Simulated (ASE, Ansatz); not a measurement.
# Structural relaxation of Σ25 (710)[001] symmetric tilt boundary in CeO2 (300 atoms), part 2 of 3

Wanted: the relaxed structure of Σ25 (710)[001] symmetric tilt boundary in CeO2 (300 atoms) and its electronic structure.

Ansatz 0.2.0; Kohn-Sham DFT, LDA, PAW (set soft_2), plane waves.

The cell: 100 Ce and 200 O. The cell is under 6 Å thick along one periodic direction. The host structure and its lattice constant were typed by rule, without a check against the phase diagram. The main run has no spin polarisation. Spin–orbit coupling is left out.

So far. Step 2 (Single point at the start): Neighbours are counted within 2.62 Å (O-Ce).

### Step 3. Cell and atoms relaxed

Cell and atoms are freed together, to release stress as well as forces.

input.yaml

```yaml
crystal:
  lattice:
    - [5.411, 0.0, 0.0]
    - [0.0, 19.13077, 0.0]
    - [0.0, 0.0, 42.16155]
  atoms:
    [... the 300 atom lines of step 2 ...]
kpoints:
  mp_grid: { grid: [3, 1, 1] }
hamiltonian:
  xc: lda
scf:
  occupations: { method: fermi_dirac, width: 0.05 }
output:
  forces: true
relax:
  f_tol: 0.05
  max_steps: 62
  cell: {}
```

Launch:

```bash
> ansatz run input.yaml --threads 32 --pin off --max-ram 143360MiB --backend cuda --events-out ev --progress --plain --runs-dir out
```

Numbers of over 12 decimals in the logs are rounded to 6 here.

What it wrote:

```text
[...]
GPU FFT provider: cuFFT
GPU libraries: cuBLAS 13.8.1, cuFFT 12.4.0, cuSOLVER 12.3.2
[...]
Crystal: 300 atoms, lattice volume = 4364.420 Å³
Basis set: ecut = 420 eV, 85081 PW (Γ)
Bands: 2053, of which v1, the nominal top of the filled ones, is band 1200 counted from 1 (1199 counted from 0)
Symmetry: 1 space group operations
[...]
k-points: 2 of 3 (time reversal used)
[...]
GPU buffer pool allocated for 1474560 grid points (all kernels)
[...]
SCF iter   1: F=—  HF=-751272.592319 eV  |F-HF|=—  |Δ(HF+E_count)|=         —  Δρ=5.45e-2  dr2=2.14e2  ethr=1.77e-3  ⟨swp⟩=6.0  Hψ=16803  notcnv=0  defer=227
[...]
SCF iter  35: F=-751267.261692 eV  HF=-751267.261692 eV  |F-HF|=4.31e-8  |Δ(HF+E_count)|=   2.10e-9  Δρ=7.88e-7  dr2=4.51e-8  ethr=4.17e-12  ⟨swp⟩=3.0  Hψ=6638  notcnv=0
SCF 1 converged in 35 iterations: F = -751267.261692 eV  dr2 = 4.51e-8
[...]
relax step   1: F+E_penalty+E_count = -751267.26169241 eV  Δ(F+E_penalty+E_count) = +0.000e0 eV  max|allowed force component| = 5.888e0 eV/Å  Δτ_max = 0.0000 Å  P = -7.323 GPa  Ω = 4364.420 Å³  (35 SCF iters, dr2 threshold 1.00e-7 eV, accepted)
[... from here on, the SCF cycles and remarks between the steps are left out ...]
relax step   2: F+E_penalty+E_count = -751290.42764686 eV  Δ(F+E_penalty+E_count) = -2.317e1 eV  max|allowed force component| = 3.227e0 eV/Å  Δτ_max = 0.1950 Å  P = +1.369 GPa  Ω = 4156.871 Å³  energy of the carried Pulay correction = +1.018e0 eV  (27 SCF iters, dr2 threshold 3.00e-5 eV, accepted)
relax step   3: F+E_penalty+E_count = -751301.91625852 eV  Δ(F+E_penalty+E_count) = -1.149e1 eV  max|allowed force component| = 2.444e0 eV/Å  Δτ_max = 0.1949 Å  P = +1.507 GPa  Ω = 4158.928 Å³  energy of the carried Pulay correction = +1.008e0 eV  (27 SCF iters, dr2 threshold 3.00e-5 eV, accepted)
relax step   4: F+E_penalty+E_count = -751308.01749692 eV  Δ(F+E_penalty+E_count) = -6.101e0 eV  max|allowed force component| = 2.460e0 eV/Å  Δτ_max = 0.2000 Å  P = +1.184 GPa  Ω = 4120.882 Å³  energy of the carried Pulay correction = +1.200e0 eV  (16 SCF iters, dr2 threshold 3.00e-5 eV, accepted)
relax step   5: F+E_penalty+E_count = -751313.68869082 eV  Δ(F+E_penalty+E_count) = -5.671e0 eV  max|allowed force component| = 1.205e0 eV/Å  Δτ_max = 0.1985 Å  P = +0.130 GPa  Ω = 4120.755 Å³  energy of the carried Pulay correction = +1.200e0 eV  (28 SCF iters, dr2 threshold 3.00e-5 eV, accepted)
relax step   6: F+E_penalty+E_count = -751319.06025068 eV  Δ(F+E_penalty+E_count) = -5.372e0 eV  max|allowed force component| = 1.755e0 eV/Å  Δτ_max = 0.2000 Å  P = -0.078 GPa  Ω = 4088.551 Å³  energy of the carried Pulay correction = +1.364e0 eV  (20 SCF iters, dr2 threshold 3.00e-5 eV, accepted)
relax step   7: F+E_penalty+E_count = -751323.69597409 eV  Δ(F+E_penalty+E_count) = -4.636e0 eV  max|allowed force component| = 1.008e0 eV/Å  Δτ_max = 0.1946 Å  P = -0.443 GPa  Ω = 4069.109 Å³  energy of the carried Pulay correction = +1.464e0 eV  (18 SCF iters, dr2 threshold 3.00e-5 eV, accepted)
relax step   8: F+E_penalty+E_count = -751327.73270136 eV  Δ(F+E_penalty+E_count) = -4.037e0 eV  max|allowed force component| = 1.003e0 eV/Å  Δτ_max = 0.1950 Å  P = +0.283 GPa  Ω = 4031.107 Å³  energy of the carried Pulay correction = +1.660e0 eV  (19 SCF iters, dr2 threshold 3.00e-5 eV, accepted)
relax step   9: F+E_penalty+E_count = -751330.31275904 eV  Δ(F+E_penalty+E_count) = -2.580e0 eV  max|allowed force component| = 1.145e0 eV/Å  Δτ_max = 0.1987 Å  P = +0.228 GPa  Ω = 4008.446 Å³  energy of the carried Pulay correction = +1.777e0 eV  (20 SCF iters, dr2 threshold 3.00e-5 eV, accepted)
relax step  10: F+E_penalty+E_count = -751332.46610813 eV  Δ(F+E_penalty+E_count) = -2.153e0 eV  max|allowed force component| = 8.090e-1 eV/Å  Δτ_max = 0.2000 Å  P = +0.364 GPa  Ω = 3985.458 Å³  energy of the carried Pulay correction = +1.897e0 eV  (22 SCF iters, dr2 threshold 3.00e-5 eV, accepted)
relax step  11: F+E_penalty+E_count = -751334.77099821 eV  Δ(F+E_penalty+E_count) = -2.305e0 eV  max|allowed force component| = 6.719e-1 eV/Å  Δτ_max = 0.1944 Å  P = -0.122 GPa  Ω = 3975.921 Å³  energy of the carried Pulay correction = +1.947e0 eV  (16 SCF iters, dr2 threshold 3.00e-5 eV, accepted)
relax step  12: F+E_penalty+E_count = -751336.14430342 eV  Δ(F+E_penalty+E_count) = -1.373e0 eV  max|allowed force component| = 9.304e-1 eV/Å  Δτ_max = 0.2000 Å  P = +0.034 GPa  Ω = 3959.855 Å³  energy of the carried Pulay correction = +2.032e0 eV  (15 SCF iters, dr2 threshold 2.82e-5 eV, accepted)
relax step  13: F+E_penalty+E_count = -751337.06365802 eV  Δ(F+E_penalty+E_count) = -9.194e-1 eV  max|allowed force component| = 4.827e-1 eV/Å  Δτ_max = 0.1941 Å  P = +0.044 GPa  Ω = 3954.688 Å³  energy of the carried Pulay correction = +2.059e0 eV  (15 SCF iters, dr2 threshold 3.00e-5 eV, accepted)
[...]
relax step  23: F+E_penalty+E_count = -751339.63503937 eV  Δ(F+E_penalty+E_count) = -1.447e-1 eV  max|allowed force component| = 1.158e-1 eV/Å  Δτ_max = 0.2000 Å  P = +0.003 GPa  Ω = 3961.605 Å³  energy of the carried Pulay correction = +2.022e0 eV  (11 SCF iters, dr2 threshold 8.09e-6 eV, accepted)
relax step  24: F+E_penalty+E_count = -751339.77097289 eV  Δ(F+E_penalty+E_count) = -1.359e-1 eV  max|allowed force component| = 1.550e-1 eV/Å  Δτ_max = 0.1938 Å  P = -0.023 GPa  Ω = 3961.618 Å³  energy of the carried Pulay correction = +2.022e0 eV  (12 SCF iters, dr2 threshold 8.38e-7 eV, accepted)
relax step  25: F+E_penalty+E_count = -751339.93046348 eV  Δ(F+E_penalty+E_count) = -1.595e-1 eV  max|allowed force component| = 1.833e-1 eV/Å  Δτ_max = 0.1906 Å  P = -0.015 GPa  Ω = 3960.829 Å³  energy of the carried Pulay correction = +2.027e0 eV  (11 SCF iters, dr2 threshold 1.50e-6 eV, accepted)
[...]
relax step  35: F+E_penalty+E_count = -751342.60603219 eV  Δ(F+E_penalty+E_count) = -2.732e-1 eV  max|allowed force component| = 4.076e-1 eV/Å  Δτ_max = 0.2000 Å  P = +0.014 GPa  Ω = 3954.304 Å³  energy of the carried Pulay correction = +2.061e0 eV  (9 SCF iters, dr2 threshold 1.79e-5 eV, accepted)
relax step  36: F+E_penalty+E_count = -751342.89010793 eV  Δ(F+E_penalty+E_count) = -2.841e-1 eV  max|allowed force component| = 8.989e-2 eV/Å  Δτ_max = 0.2000 Å  P = -0.006 GPa  Ω = 3953.331 Å³  energy of the carried Pulay correction = +2.066e0 eV  (11 SCF iters, dr2 threshold 1.04e-5 eV, accepted)
relax step  37: F+E_penalty+E_count = -751343.13296783 eV  Δ(F+E_penalty+E_count) = -2.429e-1 eV  max|allowed force component| = 1.929e-1 eV/Å  Δτ_max = 0.2000 Å  P = +0.004 GPa  Ω = 3948.869 Å³  energy of the carried Pulay correction = +2.090e0 eV  (14 SCF iters, dr2 threshold 5.05e-7 eV, accepted)
relax step  38: F+E_penalty+E_count = -751343.28094796 eV  Δ(F+E_penalty+E_count) = -1.480e-1 eV  max|allowed force component| = 3.771e-1 eV/Å  Δτ_max = 0.1963 Å  P = -0.007 GPa  Ω = 3945.446 Å³  energy of the carried Pulay correction = +2.108e0 eV  (12 SCF iters, dr2 threshold 2.32e-6 eV, accepted)
relax step  39: F+E_penalty+E_count = -751343.39577085 eV  Δ(F+E_penalty+E_count) = -1.148e-1 eV  max|allowed force component| = 4.156e-1 eV/Å  Δτ_max = 0.1918 Å  P = +0.082 GPa  Ω = 3940.984 Å³  energy of the carried Pulay correction = +2.131e0 eV  (10 SCF iters, dr2 threshold 8.89e-6 eV, accepted)
relax step  40: F+E_penalty+E_count = -751343.60629987 eV  Δ(F+E_penalty+E_count) = -2.105e-1 eV  max|allowed force component| = 2.245e-1 eV/Å  Δτ_max = 0.2000 Å  P = +0.012 GPa  Ω = 3941.431 Å³  energy of the carried Pulay correction = +2.129e0 eV  (10 SCF iters, dr2 threshold 1.08e-5 eV, accepted)
relax step  41: F+E_penalty+E_count = -751343.67350117 eV  Δ(F+E_penalty+E_count) = -6.720e-2 eV  max|allowed force component| = 6.157e-2 eV/Å  Δτ_max = 0.1473 Å  P = +0.005 GPa  Ω = 3942.085 Å³  energy of the carried Pulay correction = +2.125e0 eV  (10 SCF iters, dr2 threshold 3.15e-6 eV, accepted)
relax step  42: F+E_penalty+E_count = -751343.67414527 eV  Δ(F+E_penalty+E_count) = -6.441e-4 eV  max|allowed force component| = 3.658e-2 eV/Å  Δτ_max = 0.0189 Å  P = -0.006 GPa  Ω = 3942.880 Å³  energy of the carried Pulay correction = +2.121e0 eV  (10 SCF iters, dr2 threshold 2.37e-7 eV, accepted)
relax step  43: F+E_penalty+E_count = -751342.60667051 eV  Δ(F+E_penalty+E_count) = +1.067e0 eV  max|allowed force component| = 3.809e-2 eV/Å  Δτ_max = 0.0000 Å  P = -0.460 GPa  Ω = 3942.880 Å³  stress off target by 6.81e-1 GPa  SCF on the basis re-selected at this cell (its energy is not comparable with the rows above)  (10 SCF iters)
relax step  44: F+E_penalty+E_count = -751342.70417412 eV  Δ(F+E_penalty+E_count) = -9.750e-2 eV  max|allowed force component| = 1.304e-1 eV/Å  Δτ_max = 0.0316 Å  P = +0.468 GPa  Ω = 3923.981 Å³  energy of the carried Pulay correction = +1.005e-1 eV  (10 SCF iters, dr2 threshold 1.16e-6 eV, rejected (line search))
relax step  45: F+E_penalty+E_count = -751342.66894834 eV  Δ(F+E_penalty+E_count) = -6.228e-2 eV  max|allowed force component| = 3.848e-2 eV/Å  Δτ_max = 0.0158 Å  P = -0.104 GPa  Ω = 3934.864 Å³  energy of the carried Pulay correction = +4.266e-2 eV  (15 SCF iters, accepted)
relax step  46: F+E_penalty+E_count = -751342.68182741 eV  Δ(F+E_penalty+E_count) = -1.288e-2 eV  max|allowed force component| = 6.051e-2 eV/Å  Δτ_max = 0.0175 Å  P = -0.006 GPa  Ω = 3932.394 Å³  energy of the carried Pulay correction = +5.580e-2 eV  (11 SCF iters, dr2 threshold 3.67e-8 eV, rejected (line search))
relax step  47: F+E_penalty+E_count = -751342.68452529 eV  Δ(F+E_penalty+E_count) = -1.558e-2 eV  max|allowed force component| = 1.068e-2 eV/Å  Δτ_max = 0.0084 Å  P = +0.003 GPa  Ω = 3932.414 Å³  energy of the carried Pulay correction = +5.571e-2 eV  (12 SCF iters, accepted)
relax step  48: F+E_penalty+E_count = -751342.62879403 eV  Δ(F+E_penalty+E_count) = +5.573e-2 eV  max|allowed force component| = 1.060e-2 eV/Å  Δτ_max = 0.0000 Å  P = -0.011 GPa  Ω = 3932.414 Å³  stress off target by 3.11e-2 GPa  SCF on the basis re-selected at this cell (its energy is not comparable with the rows above)  (6 SCF iters)
[...]
SCF converged after 6 iterations
Free energy (F): -751342.628794 eV
[...]
Internal energy: -751342.628751 eV  (E = F + TS)
E sigma→0 (E₀):  -751342.628772 eV
Entropy (-TS):   -0.000044 eV (-0.000 meV/atom)
Fermi energy:    12.114688 eV
[...]
--- Forces (eV/Å), atoms counted from 1 ---
[... 300 lines of forces left out ...]
  max |Σ_I F_I| component: 8.43e-5 eV/Å
--- Stress (GPa, compression-positive) ---
       -0.000599      -0.002317       0.000100
       -0.002317      -0.001428       0.000094
        0.000100       0.000094      -0.031072
  P = ⅓ Tr σ = -0.0110 GPa (-0.110 kbar)
--- Band table (eV) ---
[... left out ...]
--- Relaxed structure (46 steps of the walk, 44 accepted, 2 SCFs on fresh bases) ---
  F+E_penalty+E_count = -751342.62879403 eV   max|allowed force component| = 1.060e-2 eV/Å   (the final SCF, on the basis selected at the relaxed cell)
  cell:  # Å, volume = 3932.4140 Å³
    - [5.386006, -0.021305, -5.908644745624265e-5]
    - [-0.075325, 19.001845, -4.277264046453808e-6]
    - [-0.000460391, -9.426493651733024e-6, 38.424078]
  atoms:
[... 300 atom lines left out ...]
```

Run time: 8.1 min. Hardware: 1 × NVIDIA GB200 with 32 threads of Arm Neoverse V2, shared host; peak memory 2.5 GiB.

That memory is the host's; the program planned up to 85.3 GiB on the GPU.

The program notes that the band table was not solved further than the SCF left it.

Step by step (22 of 48):

```
step  energy less that of the first step (eV)  largest force component (eV/Å)  pressure (GPa)  volume (Å³)
   1                                   0.0000                          5.8875           -7.32      4364.42
   3                                 -34.6546                          2.4438            1.51      4158.93
   5                                 -46.4270                          1.2054            0.13      4120.76
   8                                 -60.4710                          1.0034            0.28      4031.11
  10                                 -65.2044                          0.8090            0.36      3985.46
  12                                 -68.8826                          0.9304            0.03      3959.85
  14                                 -70.5103                          0.3446            0.06      3951.24
  17                                 -71.4322                          0.3133            0.03      3953.39
  19                                 -71.8022                          0.2936            0.01      3957.45
  21                                 -72.1602                          0.1618           -0.04      3962.17
  23                                 -72.3733                          0.1158            0.00      3961.61
  26                                 -72.8282                          0.4717            0.04      3959.25
  28                                 -73.1496                          0.2382           -0.02      3961.72
  30                                 -73.6395                          0.5140           -0.04      3961.09
  32                                 -74.3169                          0.4440           -0.02      3958.49
  35                                 -75.3443                          0.4076            0.01      3954.30
  37                                 -75.8713                          0.1929            0.00      3948.87
  39                                 -76.1341                          0.4156            0.08      3940.98
  41                                 -76.4118                          0.0616            0.00      3942.09
  44                                 -75.4425                          0.1304            0.47      3923.98
  46                                 -75.4201                          0.0605           -0.01      3932.39
 48*                                 -75.3671                          0.0106           -0.01      3932.41
```

Relaxation steps marked * repeat the geometry before them on a plane-wave basis chosen anew for their cell, so energy and pressure can jump there. Other such steps can lie between the rows shown. Relaxation steps 44, 46 were tried and not accepted.

```csv
cell as run,before,after,change
a (Å),5.411,5.386,-0.5 %
b (Å),19.131,19.002,-0.7 %
c (Å),42.162,38.424,-8.9 %
γ (°),90.00,90.45,+0.5 %
volume (Å³/atom),14.55,13.11,-9.9 %
```

The atoms that moved most (Å, as changes of fractional coordinates times the final cell):

```
atom      dx      dy      dz  length
O180  -0.090   0.274   1.961   1.982
 O59   0.095  -0.272   1.958   1.979
O129   0.782  -0.815   1.351   1.761
O251  -0.777   0.779   1.374   1.760
 O45  -0.817  -0.493  -1.225   1.553
O155   0.771   0.506  -1.243   1.548
O153   0.772   0.676  -1.057   1.474
  O3   0.863  -0.778   0.872   1.453
```

The relaxation changed the energy by -251 meV/atom, and atoms moved by 0.87 Å r.m.s., 2.0 Å at most.

### Step 4. Distances and neighbours after relaxation

Bonds before and after, by the cutoffs listed below:

```
pair  bonds before  bonds after  mean before (Å)  mean after (Å)  spread before (Å)  spread after (Å)
O-Ce           748          780            2.345           2.324              0.039             0.080
```

Density 7.27 g/cm³, 13.11 Å³ an atom.

Pair distribution functions g(r), in bins of 0.2 Å:

```csv
r (Å),total,O-O,O-Ce,Ce-Ce
2.00,0.03,0.00,0.07,0.00
2.20,1.77,0.00,3.98,0.00
2.40,3.14,0.05,6.99,0.00
2.60,1.96,4.13,0.27,0.00
2.80,0.88,1.96,0.02,0.00
3.00,0.09,0.19,0.02,0.00
3.20,0.09,0.15,0.03,0.06
3.40,0.14,0.24,0.04,0.16
3.60,0.59,0.88,0.04,1.67
3.80,2.87,4.10,0.04,9.21
4.00,0.60,0.85,0.19,1.23
4.20,0.52,0.22,0.89,0.25
4.40,2.65,0.40,5.54,0.13
4.60,1.57,1.54,1.99,0.03
4.80,0.50,0.70,0.40,0.05
5.00,0.18,0.22,0.17,0.07
5.20,0.22,0.26,0.14,0.41
5.40,0.94,1.29,0.20,2.49
5.60,0.48,0.38,0.65,0.24
5.80,1.58,0.77,2.75,0.11
6.00,1.98,3.09,1.32,0.16
6.20,0.63,0.99,0.31,0.49
6.40,0.73,1.04,0.19,1.67
6.60,1.57,2.19,0.26,4.39
6.80,0.85,0.66,0.96,1.14
7.00,1.45,0.27,2.89,0.40
7.20,0.45,0.25,0.67,0.35
7.40,0.44,0.42,0.40,0.68
```

Bonds by pair of elements; cutoffs follow the first minimum of g(r), held within bounds set by covalent radii, and pairs that aren't listed don't count as bonded:

```csv
pair A-B,cutoff (Å),bonds,mean length (Å),spread (Å),shortest (Å),B about A,A about B
O-Ce,2.83,780,2.32,0.08,2.06,3.9,7.8
```

How many atoms have how many bonded neighbours:

```
element  mean   3    4  6   7   8
     Ce   7.8   0    0  2  16  82
      O   3.9  20  180  0   0   0
```

Bond angles, per cent of each kind in bins of 5°:

```
angle (°)  O-Ce-O  Ce-O-Ce
    60–65     0.8      0.0
    65–70    13.5      0.0
    70–75    25.6      0.0
    75–80     1.7      0.0
    80–85     1.1      0.0
    85–90     0.3      0.0
    90–95     0.5      0.5
   95–100     0.9      2.1
  100–105     2.4      4.9
  105–110    22.8     60.2
  110–115    12.8     26.8
  115–120     2.2      2.6
  120–125     0.5      1.4
  125–130     0.3      0.5
  130–135     0.2      0.4
  135–140     0.1      0.0
  140–145     0.1      0.2
  145–150     0.1      0.2
  150–155     0.3      0.0
  155–160     0.2      0.0
  160–165     0.1      0.0
  165–170     0.6      0.2
  170–175     2.4      0.0
  175–180    10.5      0.0
```

Bond angles (no mean is given where the spread exceeds 20°):

```
  angle  count  mean (°)  spread (°)
 O-Ce-O   2662         -           -
Ce-O-Ce   1140       110         5.2
```

Bond length by coordination (bonds to H left out):

| element | coordination | atoms | mean bond length (Å) |
| --- | --- | --- | --- |
| Ce | 6 | 2 | 2.21 |
| Ce | 7 | 16 | 2.3 |
| Ce | 8 | 82 | 2.33 |
| O | 3 | 20 | 2.24 |
| O | 4 | 180 | 2.33 |

Counting bonds as in the table, 82 % of Ce atoms have 8 and 90 % of O atoms have 4 bonded neighbours. Bonds at O atoms with 3 neighbours average 2.24 Å, against 2.33 Å at those with 4.

(Continued in part 3 of 3.)

[Logs are printed without paths, hosts, clocks, repeated set-up lines and the standing remarks that a program may print on its own settings, such as how far it seeks lower states.]

[Hosts, paths, dates, database ids (printed as entryN), source tags and the programs' standing remarks are cut or masked in the printed files.]
